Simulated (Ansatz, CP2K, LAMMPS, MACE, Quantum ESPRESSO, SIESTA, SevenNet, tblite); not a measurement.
**Quantum ESPRESSO on Li+ BF4- in gamma-butyrolactone and acetonitrile and diethyl carbonate at 360 K (102 atoms): settings compared**

How far do other settings of Quantum ESPRESSO move the forces in Li+ BF4- in gamma-butyrolactone and acetonitrile and diethyl carbonate at 360 K (102 atoms)? One run of the same program serves as the yardstick.

Calculated with Quantum ESPRESSO 7.5; the method is named at each step.

## (1) The structure

The cell holds 102 atoms: 30 C, 12 O, 50 H, 4 N, 1 B, 4 F and 1 Li. Cell: a = 10.567 Å, b = 10.567 Å, c = 10.567 Å, α = 90.0°, β = 90.0°, γ = 90.0°. 3 gamma-butyrolactone, 4 acetonitrile, 2 diethyl carbonate, 1 Li+, 1 BF4- placed at random, at 1.06 g/cm³; overlaps pushed apart, then 10 ps at 550 K with stiff harmonic cages for PF6 and BF4 with UFF radii; Joung-Cheatham ions (J. Phys. Chem. B 112, 9020 (2008)); MMFF94 bonds, angles, torsions, charges and radii (Halgren, J. Comput. Chem. 17, 490 (1996)) in harmonic and 12-6 forms; charges of ions scaled by 0.8. Snapshot after 30 ps at 360 K and fixed volume.

The yardstick, on the same geometry:

* method: Kohn-Sham DFT, PBE, SSSP efficiency 1.3.0 pseudopotentials, plane waves (Quantum ESPRESSO 7.5); sssp-pbe-1.3.0-efficiency, cutoffs 60/480 Ry, Γ point
* r.m.s. force component: 1.014 eV/Å
* longest force: 3.788 eV/Å
* pressure: 2.816 GPa
* gap (highest filled to lowest empty level): 4.335 eV
* time: 2.6 min on 2 MPI ranks of Arm Neoverse V2, shared host
* CPU time: 5.2 min

## (2) PBE, gbrv-1.5, 40/200 Ry

Method: Kohn-Sham DFT, PBE, GBRV 1.5 ultrasoft pseudopotentials, plane waves.

pw.in reads:

```
&control
  calculation = 'scf'
  pseudo_dir = './pseudo'
  outdir = './tmp'
  disk_io = 'none'
  tprnfor = .true.
  tstress = .true.
/
&system
  ibrav = 0
  nat = 102
  ntyp = 7
  ecutwfc = 40
  ecutrho = 200
  nosym = .true.
  occupations = 'smearing'
  smearing = 'fd'
  degauss = 0.003675
/
&electrons
  conv_thr = 5.1e-07
  electron_maxstep = 100
  mixing_beta = 0.4
  mixing_mode = 'plain'
  diagonalization = 'david'
/
ATOMIC_SPECIES
C 12.011 C.upf
O 15.999 O.upf
H 1.008 H.upf
N 14.007 N.upf
B 10.810 B.upf
F 18.998 F.upf
Li 6.940 Li.upf
CELL_PARAMETERS angstrom
10.56699 0.00000 0.00000
0.00000 10.56699 0.00000
0.00000 0.00000 10.56699
ATOMIC_POSITIONS crystal
C 0.08931 0.41457 0.01219
C 0.14601 0.27961 0.05319
O 0.27358 0.28756 0.09245
C 0.28707 0.31794 0.21519
O 0.20092 0.33737 0.29217
O 0.41157 0.33874 0.23287
C 0.45425 0.37166 0.35481
C 0.43811 0.51579 0.36926
H 0.00711 0.42183 0.95010
H 0.07456 0.46043 0.09976
H 0.16906 0.45296 0.96071
H 0.09039 0.24456 0.13283
H 0.12743 0.20909 0.98524
H 0.41251 0.31847 0.43356
H 0.55712 0.35521 0.35244
H 0.48665 0.56900 0.29705
H 0.34137 0.54388 0.36845
H 0.48051 0.54643 0.46108
C 0.75336 0.18022 0.14013
C 0.74701 0.28553 0.05404
O 0.76821 0.39601 0.12666
C 0.71484 0.50385 0.07363
O 0.66092 0.51784 0.97218
O 0.73012 0.59830 0.16070
C 0.68085 0.71359 0.11394
C 0.78100 0.79023 0.05261
H 0.66620 0.19205 0.20238
H 0.75462 0.09041 0.08921
H 0.84122 0.18104 0.19045
H 0.83268 0.28617 0.99645
H 0.65984 0.28988 0.99973
H 0.59149 0.71189 0.06075
H 0.65032 0.77208 0.19643
H 0.84502 0.73770 0.99026
H 0.74551 0.87226 0.99855
H 0.83934 0.82711 0.13537
O 0.15063 0.99501 0.70640
C 0.07744 0.06589 0.65232
C 0.03965 0.18331 0.70487
C 0.99441 0.26443 0.60085
C 0.96507 0.16864 0.50142
O 0.04862 0.06722 0.52451
H 0.97091 0.16456 0.77641
H 0.11585 0.23653 0.75110
H 0.92057 0.32252 0.62324
H 0.07105 0.32741 0.57458
H 0.86346 0.13940 0.49243
H 0.98406 0.20744 0.40894
O 0.38283 0.53314 0.78010
C 0.29132 0.58601 0.72948
C 0.28750 0.71724 0.66959
C 0.16959 0.71054 0.58854
C 0.09296 0.61413 0.65576
O 0.18508 0.52317 0.69325
H 0.26954 0.79030 0.74719
H 0.36898 0.73632 0.61158
[... 42 atom lines left out ...]
F 0.52283 0.17741 0.69005
F 0.66669 0.32538 0.59951
F 0.64802 0.31741 0.80370
Li 0.55068 0.47270 0.81886
K_POINTS gamma
```

The run is started by

```bash
$ OMP_NUM_THREADS=1 mpirun -np 2 pw.x -in pw.in > output.txt
```

What it wrote:

```text
Program PWSCF
     gamma-point specific algorithms are used
     Parallelization info
     sticks:   dense  smooth     PW     G-vecs:    dense   smooth      PW
     Min        3174    2536    636               189982   136076   17024
     Max        3175    2537    637               189983   136077   17025
     Sum        6349    5073   1273               379965   272153   34049
     bravais-lattice index     =            0
     lattice parameter (alat)  =      19.9687  a.u.
     unit-cell volume          =    7962.5192 (a.u.)^3
     number of atoms/cell      =          102
     number of atomic types    =            7
     number of electrons       =       296.00
     number of Kohn-Sham states=          178
     kinetic-energy cutoff     =      40.0000  Ry
     charge density cutoff     =     200.0000  Ry
     scf convergence threshold =      5.1E-07
     mixing beta               =       0.4000
     number of iterations used =            8  plain     mixing
     Exchange-correlation=  SLA  PW   PBX  PBC
                           (   1   4   3   4   0   0   0)
     crystal axes: (cart. coord. in units of alat)
               a(1) = (   1.000000   0.000000   0.000000 )
               a(2) = (   0.000000   1.000000   0.000000 )
               a(3) = (   0.000000   0.000000   1.000000 )
     reciprocal axes: (cart. coord. in units 2 pi/alat)
               b(1) = (  1.000000  0.000000  0.000000 )
               b(2) = (  0.000000  1.000000  0.000000 )
               b(3) = (  0.000000  0.000000  1.000000 )
     PseudoPot. # 1 for C :
     Pseudo is Ultrasoft + core correction, Zval =  4.0
     PseudoPot. # 2 for O :
     Pseudo is Ultrasoft + core correction, Zval =  6.0
     PseudoPot. # 3 for H :
     Pseudo is Ultrasoft, Zval =  1.0
     PseudoPot. # 4 for N :
     Pseudo is Ultrasoft + core correction, Zval =  5.0
     PseudoPot. # 5 for B :
     Pseudo is Ultrasoft + core correction, Zval =  3.0
     PseudoPot. # 6 for F :
     Pseudo is Ultrasoft, Zval =  7.0
     PseudoPot. # 7 for Li:
     Pseudo is Ultrasoft, Zval =  3.0
     atomic species   valence    mass     pseudopotential
     C                 4.00    12.01100     C ( 1.00)
     O                 6.00    15.99900     O ( 1.00)
     H                 1.00     1.00800     H ( 1.00)
     N                 5.00    14.00700     N ( 1.00)
     B                 3.00    10.81000     B ( 1.00)
     F                 7.00    18.99800     F ( 1.00)
     Li                3.00     6.94000     Li( 1.00)
     No symmetry found
   Cartesian axes
     number of k points=     1  Fermi-Dirac smearing, width (Ry)=  0.0037
                       cart. coord. in units 2pi/alat
        k(    1) = (   0.0000000   0.0000000   0.0000000), wk =   2.0000000
     Dense  grid:   189983 G-vectors     FFT dimensions: (  90,  90,  90)
     Smooth grid:   136077 G-vectors     FFT dimensions: (  81,  81,  81)
     Initial potential from superposition of free atoms
     starting charge     295.5473, renormalised to     296.0000
     Starting wfcs are  259 randomized atomic wfcs
     Self-consistent Calculation
     iteration #  1     ecut=    40.00 Ry     beta= 0.40
     total energy              =   -1086.02503954 Ry
     estimated scf accuracy    <      11.28287444 Ry
     iteration #  2     ecut=    40.00 Ry     beta= 0.40
     total energy              =   -1087.11253831 Ry
     estimated scf accuracy    <       1.59189384 Ry
     iteration #  3     ecut=    40.00 Ry     beta= 0.40
     total energy              =   -1087.19269666 Ry
     estimated scf accuracy    <       0.45386582 Ry
     iteration #  4     ecut=    40.00 Ry     beta= 0.40
     total energy              =   -1087.21732523 Ry
     estimated scf accuracy    <       0.09099954 Ry
     iteration #  5     ecut=    40.00 Ry     beta= 0.40
     total energy              =   -1087.22476663 Ry
     estimated scf accuracy    <       0.00906538 Ry
     iteration #  6     ecut=    40.00 Ry     beta= 0.40
     total energy              =   -1087.22595795 Ry
     estimated scf accuracy    <       0.00150355 Ry
     iteration #  7     ecut=    40.00 Ry     beta= 0.40
     total energy              =   -1087.22611556 Ry
     estimated scf accuracy    <       0.00024988 Ry
     iteration #  8     ecut=    40.00 Ry     beta= 0.40
     total energy              =   -1087.22615459 Ry
     estimated scf accuracy    <       0.00003873 Ry
     iteration #  9     ecut=    40.00 Ry     beta= 0.40
     total energy              =   -1087.22615929 Ry
     estimated scf accuracy    <       0.00000716 Ry
     iteration # 10     ecut=    40.00 Ry     beta= 0.40
     total energy              =   -1087.22616057 Ry
     estimated scf accuracy    <       0.00000174 Ry
     iteration # 11     ecut=    40.00 Ry     beta= 0.40
     End of self-consistent calculation
          k = 0.0000 0.0000 0.0000 ( 17025 PWs)   bands (ev):
   -44.6447 -25.0892 -24.0344 -23.9871 -23.7777 -23.6425 -23.6139 -23.5536
   -23.0579 -22.9754 -21.9804 -21.9518 -21.4138 -21.3416 -21.1880 -21.1159
   -20.5982 -18.0375 -17.8899 -17.7822 -17.4242 -15.8778 -15.6967 -15.6083
   -15.0697 -14.8321 -14.4242 -14.0627 -14.0000 -13.9776 -13.9064 -13.8488
   -13.7714 -13.5059 -13.3315 -12.1683 -11.7813 -10.9671 -10.9385 -10.8988
   -10.8627 -10.2332  -9.7277  -9.4956  -9.3886  -9.3724  -9.3081  -8.8771
    -8.7627  -8.5587  -8.4830  -8.3875  -8.2825  -8.1614  -8.0130  -7.9888
    -7.9544  -7.8901  -7.8320  -7.7560  -7.6530  -7.5004  -7.3901  -7.3150
    -7.2827  -7.0657  -6.9908  -6.9254  -6.8631  -6.8402  -6.7312  -6.6823
    -6.6324  -6.6172  -6.4589  -6.4172  -6.3288  -6.2849  -6.1510  -6.1231
    -6.0803  -6.0612  -5.9535  -5.9268  -5.8943  -5.8501  -5.7750  -5.7373
    -5.6786  -5.4805  -5.4019  -5.3818  -5.3542  -5.1899  -5.1579  -5.0606
[...]
-2.7859  -2.6283  -2.5283  -2.4602  -2.4343  -2.4173  -2.3430  -2.2426
    -2.2310  -2.0214  -1.9444  -1.7205   2.6166   3.1081   3.1687   3.4619
     3.7498   3.8585   4.0349   4.1670   4.3185   4.3947   4.5636   4.5902
     4.6858   4.7220   4.7797   4.8794   4.9447   5.0004   5.0848   5.1285
     5.3812   5.4412   5.5315   5.6363   5.7346   5.7608   5.9044   6.0512
     6.0807   6.1710
     the Fermi energy is     0.1941 ev
!    total energy              =   -1087.22616067 Ry
     estimated scf accuracy    <       0.00000029 Ry
     smearing contrib. (-TS)   =       0.00000000 Ry
     internal energy E=F+TS    =   -1087.22616067 Ry
     The total energy is F=E-TS. E is the sum of the following terms:
     one-electron contribution =   -1168.93812040 Ry
     hartree contribution      =     675.72677851 Ry
     xc contribution           =    -297.41021902 Ry
     ewald contribution        =    -296.60459976 Ry
     convergence has been achieved in  11 iterations
     Forces acting on atoms (cartesian axes, Ry/au):
     atom    1 type  1   force =     0.07001120   -0.08316990   -0.00820660
     atom    2 type  1   force =    -0.10493748    0.06234399    0.02545983
     atom    3 type  2   force =     0.00417944   -0.00509410   -0.01636487
     atom    4 type  1   force =    -0.02721180    0.05204739    0.03957018
     atom    5 type  2   force =     0.04799294   -0.02329164   -0.02771641
     atom    6 type  2   force =    -0.01890375   -0.05016129   -0.03342870
     atom    7 type  1   force =     0.03309448    0.07425575    0.01933301
     atom    8 type  1   force =     0.03589614   -0.02393637    0.05985612
     atom    9 type  3   force =    -0.01188102   -0.02420111    0.00016562
     atom   10 type  3   force =    -0.01201976    0.04821454    0.04197881
     atom   11 type  3   force =     0.01446521    0.03287532   -0.01166337
     atom   12 type  3   force =    -0.00629086    0.00094459    0.01771739
[...]
atom   98 type  6   force =     0.01140470   -0.02921926    0.01452628
     atom   99 type  6   force =    -0.02481457    0.01341464   -0.01762739
     atom  100 type  6   force =    -0.02039071    0.05880487   -0.10339009
     atom  101 type  6   force =    -0.03136373    0.00962806    0.03275954
     atom  102 type  7   force =     0.02032982    0.01393852   -0.00218927
     Total force =     0.716244     Total SCF correction =     0.000987
     Computing stress (Cartesian axis) and pressure
          total   stress  (Ry/bohr**3)                   (kbar)     P=       32.25
   0.00018453   0.00005712  -0.00004105           27.15        8.40       -6.04
   0.00005712   0.00023178   0.00000505            8.40       34.10        0.74
  -0.00004105   0.00000505   0.00024134           -6.04        0.74       35.50
     Message from routine punch:
     Nothing written, as per user request (disk_io='none')
```

Run time: 72 s. Hardware: 2 MPI ranks of Arm Neoverse V2, shared host; peak memory 0.83 GiB.

Banners, paths, timers and routine set-up lines are dropped from the logs unmarked, and long logs keep their key lines alone; longer cuts are marked.

Against the reference:

- r.m.s. force component: 1.053 eV/Å
- r.m.s. difference of force components: 103.1 meV/Å
- longest difference of force vectors: 469.1 meV/Å
- force difference over r.m.s. force: 10.17 %
- slope of forces against the reference's: 1.033
- correlation of force components: 0.9957
- gap (highest filled to lowest empty level): 4.337 eV
- gap difference: 0.0019 eV
- pressure: 3.225 GPa
- pressure difference: 0.409 GPa

Length of the force difference by element (eV/Å):

```csv
element,atoms,mean,most
B,1,0.0067,0.0067
C,30,0.20,0.47
F,4,0.0035,0.0053
H,50,0.14,0.29
Li,1,0.013,0.013
N,4,0.36,0.40
O,12,0.034,0.050
```

Levels nearest the highest filled one (eV from it): -1.07, -0.91, -0.81, -0.74, -0.71, -0.70, -0.62, -0.52, -0.51, -0.30, -0.22, 0.00, 4.34, 4.83, 4.89, 5.18, 5.47, 5.58, 5.76, 5.89, 6.04, 6.12, 6.28, 6.31.

The surroundings of B97, the only B atom, nearest first, numbered as they follow in the input and with coordinates relative to it.

```csv
atom,x,y,z,distance (Å),bonds,Fx,Fy,Fz (eV/Å)
B97,0.00,0.00,0.00,0.00,4,1.27,-1.38,1.27
F100,0.32,0.87,-0.96,1.34,1,-0.52,1.51,-2.66
F99,-1.20,-0.70,-0.01,1.39,1,-0.64,0.34,-0.45
F98,1.05,-0.95,0.01,1.42,1,0.29,-0.75,0.37
F101,0.12,0.78,1.19,1.43,2,-0.81,0.25,0.84
Li102,-0.91,2.43,1.35,2.92,4,0.52,0.36,-0.06
H94,-1.09,-1.36,2.66,3.18,1,3.60,1.22,-0.08
H45,3.00,0.84,-0.71,3.20,1,-2.73,1.67,0.82
H31,0.25,0.49,3.26,3.31,1,-0.07,0.15,-0.23
H47,2.40,-1.10,-2.10,3.37,1,0.52,-0.18,0.73
H96,-2.48,-1.37,1.86,3.39,1,-1.20,0.26,-0.83
H72,1.07,-3.26,-0.02,3.43,1,0.13,0.07,-0.79
```

Forces lie 10 % from the reference's, at 0.46 times its CPU time.

## (3) PBE, dojo-0.4.1-standard, 80/320 Ry

Method: Kohn-Sham DFT, PBE, PseudoDojo 0.4.1 standard norm-conserving pseudopotentials, plane waves.

The pseudopotential files are exchanged too: ./pseudo now holds the set dojo-sr-pbe-0.4.1-standard.

pw.in: that of step 2 with these lines changed.

```diff
@@ -12,4 +12,4 @@
   ntyp = 7
-  ecutwfc = 40
-  ecutrho = 200
+  ecutwfc = 80
+  ecutrho = 320
   nosym = .true.
```

The run is started by

```bash
$ OMP_NUM_THREADS=1 mpirun -np 4 pw.x -in pw.in > output.txt
```

What it wrote:

```text
[banner, memory and clock lines left out]
Program PWSCF
     gamma-point specific algorithms are used
     one sub-group per band group will be used
     bravais-lattice index     =            0
[... lines left out ...]
     number of k points=     1  Fermi-Dirac smearing, width (Ry)=  0.0037
[... lines left out ...]
     total energy              =   -1116.56347773 Ry
[... lines left out ...]
     total energy              =   -1117.58559479 Ry
[... lines left out ...]
     total energy              =   -1117.70838090 Ry
[... lines left out ...]
     total energy              =   -1117.73209008 Ry
[... lines left out ...]
     total energy              =   -1117.73209178 Ry
[... lines left out ...]
     the Fermi energy is     0.2044 ev
!    total energy              =   -1117.73209179 Ry
     estimated scf accuracy    <       0.00000051 Ry
     smearing contrib. (-TS)   =       0.00000000 Ry
     internal energy E=F+TS    =   -1117.73209179 Ry
     The total energy is F=E-TS. E is the sum of the following terms:
     one-electron contribution =   -1152.88208402 Ry
     hartree contribution      =     670.50813071 Ry
     xc contribution           =    -338.75353867 Ry
     ewald contribution        =    -296.60459981 Ry
     convergence has been achieved in  11 iterations
     Forces acting on atoms (cartesian axes, Ry/au):
     atom    1 type  1   force =     0.06941213   -0.07442300   -0.00752786
     atom    2 type  1   force =    -0.10836257    0.05205424    0.02490793
     atom    3 type  2   force =     0.00079619   -0.00386203   -0.01181937
[...]
atom  101 type  6   force =    -0.03147398    0.00667582    0.02861743
     atom  102 type  7   force =     0.02020824    0.01424431   -0.00245974
     Total force =     0.687090     Total SCF correction =     0.001026
     Computing stress (Cartesian axis) and pressure
          total   stress  (Ry/bohr**3)                   (kbar)     P=       24.70
   0.00012610   0.00005815  -0.00003927           18.55        8.55       -5.78
   0.00005815   0.00019022   0.00000162            8.55       27.98        0.24
  -0.00003927   0.00000162   0.00018747           -5.78        0.24       27.58
     Message from routine punch:
     Nothing written, as per user request (disk_io='none')
```

The job ended after 67 s (4 MPI ranks; peak memory 1.9 GiB; 4.5 min of CPU time).

Compared with the plane-wave run:

| Quantity | Value |
| --- | --- |
| r.m.s. force component | 1.01 eV/Å |
| r.m.s. difference of force components | 59.34 meV/Å |
| longest difference of force vectors | 317.6 meV/Å |
| force difference over r.m.s. force | 5.85 % |
| slope of forces against the reference's | 0.9939 |
| correlation of force components | 0.9983 |
| gap (highest filled to lowest empty level) | 4.329 eV |
| gap difference | -0.0058 eV |
| pressure | 2.47 GPa |
| pressure difference | -0.3457 GPa |

Against the first run (10 %), the force difference from the reference is 5.8 %, at 1.9 times the CPU time (on 4 against 2 cores).

The run ends at a pressure of 2.47 GPa, with forces up to 3.8 eV/Å.

## (4) All runs compared

Differences are against the plane-wave reference, forces as r.m.s. over components; share is that over the reference's r.m.s. force, slope the least-squares factor from reference forces to these. Total energies of different programs have different zeros and aren't compared.

```csv
run,"Δ force, r.m.s. (meV/Å)",share (%),slope,Δ pressure (GPa),Δ gap (eV),cores,CPU time,memory (GiB)
reference,-,-,-,-,-,2,5.2 min,2.4
"QE PBE, gbrv-1.5, 40/200 Ry",103,10.2,1.033,0.409,0.0019,2,2.4 min,0.83
"QE PBE, dojo-0.4.1-standard, 80/320 Ry",59.3,5.85,0.994,-0.346,-0.0058,4,4.5 min,1.9
```

CPU time is summed over cores on a shared host, where runs went side by side, so it is rough. Symmetry, cutoffs, thresholds, outputs and thread counts weren't matched or tuned between programs; memory under MPI is the largest rank's times the ranks.

## (5) Summary of results

```json
{
 "nearest in forces": "QE PBE, dojo-0.4.1-standard, 80/320 Ry, 5.8 %",
 "its CPU time": "4.5 min"
}
```

What this shows: PBE on plane waves or a grid with other potentials, cutoffs or grids differs from the reference by 5.8 % (QE PBE, dojo-0.4.1-standard, 80/320 Ry) to 10 % (QE PBE, gbrv-1.5, 40/200 Ry) of the r.m.s. force; this holds the reference's own error, so differences of a few per cent don't tell which side is nearer the exact PBE result. One electronic-structure run takes under half the reference's CPU time: QE PBE, gbrv-1.5, 40/200 Ry, at 10 % in 2.4 min against 5.2 min. PBE gaps agree with the reference's 4.34 eV within 0.006 eV. The reference's pressure holds the uncorrected Pulay stress of its 60 Ry basis, so small pressure differences, and their order, may be the reference's own error. The network of contacts between molecules at the start is that of the classical potential that made the cell, and needn't be the one that DFT or experiment would give. The reference's PBE has no dispersion term, which matters for the binding between molecules or layers. The density was typed from a rule of thumb and may lie off the real one at this temperature. The electronic-structure runs sample only Γ, in a cell whose shortest periodic width is 11 Å.

[Also dropped from logs without a mark: logging warnings of Python, and SIESTA's first energy breakdown and zero terms.]

[Logs are printed without paths, hosts, clocks, repeated set-up lines and the standing remarks that a program may print on its own settings, such as how far it seeks lower states.]

[Hosts, paths, dates, database ids (printed as entryN), source tags and the programs' standing remarks are cut or masked in the printed files.]

[The MMFF94 radii named for the starting cell were scaled by 0.96; in molecules described by MMFF94, hydrogen bound to N, O or S took a small fixed 12-6 site in their place.]
